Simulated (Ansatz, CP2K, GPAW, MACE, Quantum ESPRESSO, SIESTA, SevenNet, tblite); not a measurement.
**Running amorphous SnO2 (72 atoms) with tblite**

Wanted: tblite inputs and outputs for amorphous SnO2 (72 atoms), checked against a plane-wave reference.

Main program and level: tblite 0.8.0; the method is named at each step.

## (1) The structure

The cell holds 72 atoms: 24 Sn and 48 O. Cell: a = 9.851 Å, b = 9.851 Å, c = 9.851 Å, α = 90.0°, β = 90.0°, γ = 90.0°. 72 atoms (24 Sn, 48 O) placed at random at 6.03 g/cm³, melted at 5000 K for 10 ps at fixed volume with the Morse and Coulomb pair potential with partial charges (Pedone, Malavasi, Menziani, Cormack and Segre, J. Phys. Chem. B 110, 11780 (2006)). Quenched from 5000 K to 300 K at 50 K/ps and fixed volume, held 10 ps at zero pressure, then minimised at fixed cell. Then every atom was moved at random, 0.02 Å r.m.s. a Cartesian component.

The yardstick, on the same geometry:

| Property | Result |
| --- | --- |
| method | Kohn-Sham DFT, PBE, PAW, plane waves (Ansatz 0.2.0); cutoff 420 eV, Γ point, fermi-dirac smearing of 0.05 eV; PAW set soft_2 |
| r.m.s. force component | 0.6738 eV/Å |
| longest force | 2.569 eV/Å |
| pressure | 8.049 GPa |
| spacing of highest filled and lowest empty level | 0.335 eV |
| SCF cycles | 11 |
| time | 14 s on 4 threads of Arm Neoverse V2, shared host |
| CPU time | 49 s |

## (2) GFN1-xTB

Method: GFN1-xTB tight binding, diagonalisation.

The input, run.py:

```python
import numpy as np
from ase.io import read
from tblite.ase import TBLite

atoms = read("structure.xyz")
atoms.calc = TBLite(method="GFN1-xTB", electronic_temperature=580, accuracy=1.0, max_iterations=250, mixer_damping=0.4, verbosity=1)
energy = atoms.get_potential_energy()
forces = atoms.get_forces()
print(f"energy {energy:.6f} eV")
print("forces (eV/A)")
for i, (a, f) in enumerate(zip(atoms, forces)):
    print(f"{i:4d} {a.symbol:2s} {f[0]:10.5f} {f[1]:10.5f} {f[2]:10.5f}")
stress = -atoms.get_stress(voigt=False) * 160.21766
print("stress (GPa, compression positive)")
for row in stress:
    print(" ".join(f"{x:10.4f}" for x in row))
print("charges (e)")
print(np.array2string(atoms.get_charges(), precision=4, suppress_small=True, max_line_width=110, threshold=100000))
```

The input, structure.xyz:

```xyz
72
Lattice="9.85089 0.00000 0.00000 0.00000 9.85089 0.00000 0.00000 0.00000 9.85089" Properties=species:S:1:pos:R:3 pbc="T T T"
Sn 7.21666 6.63211 3.26636
Sn 0.47905 2.16749 4.26317
Sn 5.00258 1.75247 0.97386
Sn 7.61533 4.56953 5.68840
Sn 2.18522 6.89464 3.83860
Sn 4.85895 7.11599 5.88640
Sn 9.64816 2.01933 9.30486
Sn 2.04091 4.61869 7.39299
Sn 2.04642 0.33739 1.72952
Sn 5.72573 9.80361 4.68676
Sn 8.16599 0.27720 2.34697
Sn 9.65801 7.15854 1.19767
Sn 8.21712 5.32076 9.23915
Sn 9.76420 6.84095 6.29403
Sn 2.51710 7.92642 8.79714
Sn 3.63311 2.91537 4.33016
Sn 4.91284 8.45945 1.25412
Sn 2.02731 9.68874 5.90531
Sn 4.60854 5.34559 0.58150
Sn 1.16191 4.17353 1.77681
Sn 7.76260 9.12517 8.56978
Sn 8.00868 1.37499 6.13198
Sn 5.16315 3.79190 7.64311
Sn 7.42728 3.66502 2.00495
O 8.61736 5.33101 7.28395
O 5.66840 9.51665 2.71855
O 3.75654 0.16599 0.65962
O 3.56474 3.68207 6.26950
O 6.29748 9.06577 9.82183
O 3.56681 1.91836 2.41761
O 8.42576 7.29715 9.48493
O 6.90065 1.71701 1.71849
O 3.60503 4.68065 8.64967
O 8.79803 8.25830 7.11983
O 6.22369 5.14413 9.11818
O 3.92656 9.00421 5.39405
O 5.19053 1.89393 4.65839
O 0.87151 3.21218 8.06197
O 8.30745 3.39629 9.84212
O 8.39069 8.10324 2.45425
O 5.50054 3.78934 1.41183
O 6.53676 9.82390 6.58719
O 3.88854 7.37329 7.46875
O 0.39394 0.61509 2.85282
O 1.24801 8.38577 0.54574
O 8.51038 6.26221 4.80123
O 3.77447 6.21394 4.52589
O 5.07212 2.39849 8.99958
O 1.26712 7.98346 5.22609
O 2.34028 1.47872 4.90702
O 1.31480 2.17281 0.85929
O 6.83455 3.08490 6.76323
O 8.96500 0.33493 0.47432
O 1.32760 6.60601 7.91539
O 2.76111 8.53796 2.81302
O 7.69611 0.66168 4.27036
[... 12 atom lines left out ...]
O 6.19197 7.76762 4.64578
O 8.87624 3.09732 5.29003
O 3.79772 7.21016 0.25120
O 1.81778 3.58060 3.62897
```

The run is started by

```
$ OMP_NUM_THREADS=1 python run.py > output.txt
```

The log of the run:

```text
------------------------------------------------------------
  cycle        total energy    energy error   density error
------------------------------------------------------------
      1     -282.5471891094  -2.8243586E+02   7.1876811E-01
      2     -285.3730800208  -2.8258909E+00   2.6928165E-01
      3     -283.8477154525   1.5253646E+00   2.1545008E-01
      4     -285.0429163424  -1.1952009E+00   1.4178385E-01
      5     -285.1167071949  -7.3790853E-02   1.3155977E-01
      6     -285.5420013618  -4.2529417E-01   6.8669843E-02
      7     -285.6233963158  -8.1394954E-02   5.7511393E-02
      8     -285.6502389467  -2.6842631E-02   6.0082382E-02
      9     -285.7217360742  -7.1497127E-02   4.2697666E-02
     10     -285.7509282919  -2.9192218E-02   3.4258856E-02
     11     -285.7600214973  -9.0932054E-03   2.8785816E-02
     12     -285.7808974991  -2.0876002E-02   2.0778325E-02
     13     -285.7889414094  -8.0439104E-03   1.6093071E-02
     14     -285.7953731166  -6.4317072E-03   9.2930593E-03
     15     -285.7978311901  -2.4580735E-03   5.1057128E-03
     16     -285.7982586410  -4.2745090E-04   4.5961602E-03
     17     -285.7990510753  -7.9243425E-04   1.6025278E-03
     18     -285.7990926168  -4.1541533E-05   1.3915551E-03
     19     -285.7991665825  -7.3965735E-05   5.8617385E-04
     20     -285.7991734729  -6.8903794E-06   3.9280845E-04
     21     -285.7991622741   1.1198758E-05   6.4987505E-04
     22     -285.7991778504  -1.5576220E-05   2.2274157E-04
     23     -285.7991792269  -1.3765346E-06   1.2061838E-04
     24     -285.7991798141  -5.8720155E-07   4.8620981E-05
     25     -285.7991798688  -5.4737598E-08   3.4951967E-05
     26     -285.7991798907  -2.1839298E-08   2.5849007E-05
     27     -285.7991799110  -2.0361313E-08   1.1857276E-05
------------------------------------------------------------
 total:                                   2.085 sec
energy -7776.991810 eV
forces (eV/A)
   0 Sn   -0.54774   -0.56756   -0.12152
   1 Sn   -0.02415   -0.43071   -1.13866
   2 Sn   -0.24996    0.80263    0.66091
   3 Sn   -0.49200    1.06832   -0.01309
   4 Sn   -0.20564    0.64729    0.57715
   5 Sn   -0.78795   -0.68944   -0.19044
   6 Sn    0.76275    0.98960    1.27041
   7 Sn   -0.31860    0.44963   -0.04420
   8 Sn    0.22881   -0.00696    0.22215
   9 Sn   -0.28484    0.24285   -0.10030
  10 Sn    0.22601   -0.03149   -0.02857
  11 Sn    0.20678   -0.45281    0.15579
  12 Sn   -0.48182   -0.93319    0.17331
  13 Sn    0.91476   -1.08426    0.45758
  14 Sn   -0.61493    0.15427   -0.27305
  15 Sn   -0.48967   -0.73507   -0.17827
  16 Sn    0.02238    0.39226    1.07562
  17 Sn    0.06967   -0.68181   -0.36966
  18 Sn    0.21798   -0.15058   -0.28733
  19 Sn   -0.06722    0.01989   -0.10965
  20 Sn    0.35080   -0.09214    0.24053
  21 Sn   -0.18539    0.01665    0.23212
  22 Sn    0.26681    1.51408    0.28206
  23 Sn    0.81531    0.06096   -0.46972
[...]
64 O    -0.05677   -0.59112    0.24811
  65 O    -0.19569   -0.12767   -0.14096
  66 O    -0.27473   -0.00071   -0.24725
  67 O     0.56620    0.73824   -0.77679
  68 O     0.68268   -0.07474   -0.19020
  69 O     0.47453   -0.22349    0.06603
  70 O    -0.13050   -0.06924   -0.32639
  71 O    -0.23086    0.40187    0.22305
stress (GPa, compression positive)
   -8.1125    -0.3977     0.6206
   -0.3977    -7.9031    -0.2464
    0.6206    -0.2464    -7.2852
charges (e)
[ 0.7498  0.7857  0.7575  0.7554  0.7393  0.7238  0.7283  0.7139  0.723   0.737   0.7326  0.7731  0.7446
  0.7247  0.7313  0.7321  0.7354  0.7342  0.7318  0.7345  0.7238  0.7715  0.7386  0.7499 -0.3679 -0.4014
 -0.3446 -0.3556 -0.402  -0.3786 -0.3586 -0.3379 -0.3594 -0.3682 -0.3792 -0.3752 -0.3822 -0.3962 -0.375
 -0.3461 -0.3615 -0.3913 -0.3821 -0.3662 -0.3674 -0.3765 -0.362  -0.3891 -0.3452 -0.3649 -0.3648 -0.3613
 -0.3945 -0.3571 -0.4036 -0.3784 -0.3186 -0.3658 -0.4013 -0.3704 -0.3855 -0.3619 -0.3814 -0.3837 -0.356
 -0.3705 -0.3966 -0.3958 -0.3532 -0.3673 -0.3281 -0.3414]
```

Wall time 2.5 s (1 thread of Arm Neoverse V2, shared host); peak memory 0.11 GiB.

Banners, paths, timers and routine set-up lines are dropped from the logs unmarked, and long logs keep their key lines alone; longer cuts are marked.

Against the reference:

```
r.m.s. force component                  : 0.4351 eV/Å
r.m.s. difference of force components   : 429.7 meV/Å
longest difference of force vectors     : 1545 meV/Å
force difference over r.m.s. force      : 63.78 %
slope of forces against the reference's : 0.5051
correlation of force components         : 0.7822
pressure                                : -7.767 GPa
pressure difference                     : -15.82 GPa
```

Length of the force difference by element (eV/Å):

```tsv
element	atoms	mean	most
O	48	0.61	1.5
Sn	24	0.81	1.4
```

The surroundings of O57, whose charge lies farthest from its element's mean, nearest first, numbered as they follow in the input and with coordinates relative to it.

```tsv
atom	x	y	z	distance (Å)	bonds	Mulliken charge (e)	Fx	Fy	Fz (eV/Å)
O57	0.00	0.00	0.00	0.00	3	-0.32	-0.25	0.26	-0.61
Sn7	1.11	0.93	1.27	1.93	5	0.73	0.76	0.99	1.27
Sn22	-0.53	0.29	-1.90	2.00	6	0.77	-0.19	0.02	0.23
Sn21	-0.77	-1.81	0.53	2.04	6	0.72	0.35	-0.09	0.24
O53	0.43	-0.75	2.29	2.45	3	-0.39	-0.49	-0.57	-0.17
O42	-2.00	-1.11	-1.45	2.71	3	-0.39	0.83	0.43	0.30
O67	1.46	-0.31	-2.27	2.72	3	-0.40	-0.27	0.00	-0.25
O34	0.26	-2.68	-0.92	2.84	2	-0.37	-0.13	0.49	-0.32
O52	-1.70	2.00	-1.27	2.92	3	-0.36	-0.19	-1.06	-0.10
O39	-0.23	2.31	1.81	2.94	3	-0.38	-0.30	-0.13	0.23
O38	2.19	2.13	0.03	3.05	2	-0.40	-0.02	-0.08	-0.05
```

Atoms are counted from 1 here, from 0 in the log.

Forces lie 64 % from the reference's, at 0.051 times its CPU time (on 1 against 4 cores).

## (3) What came out

* force difference from the reference: tblite GFN1-xTB, 64 %
* its CPU time: 2.5 s

Tight binding differs by 64 % (tblite GFN1-xTB); it is another model, with fitted parameters of its own, and the xTB methods hold dispersion. One electronic-structure run takes under half the reference's CPU time: tblite GFN1-xTB, at 64 % in 2.5 s against 49 s, too far off to be of use; its pressure misses by -15.8 GPa. Periodic xTB results under one method name differ between programs and library versions. The quench rate of 50 K/ps is many orders above laboratory rates, so the cell is likely richer in defects and strain than a real sample. The network of bonds at the start is that of the classical potential that made the cell, and needn't be the one that DFT or experiment would give. The electronic-structure runs sample only Γ, in a cell whose shortest periodic width is 10 Å.

[Also dropped from logs without a mark: logging warnings of Python, and SIESTA's first energy breakdown and zero terms.]

[Logs are printed without paths, hosts, clocks, repeated set-up lines and the standing remarks that a program may print on its own settings, such as how far it seeks lower states.]

[Hosts, paths, dates, database ids (printed as entryN), source tags and the programs' standing remarks are cut or masked in the printed files.]
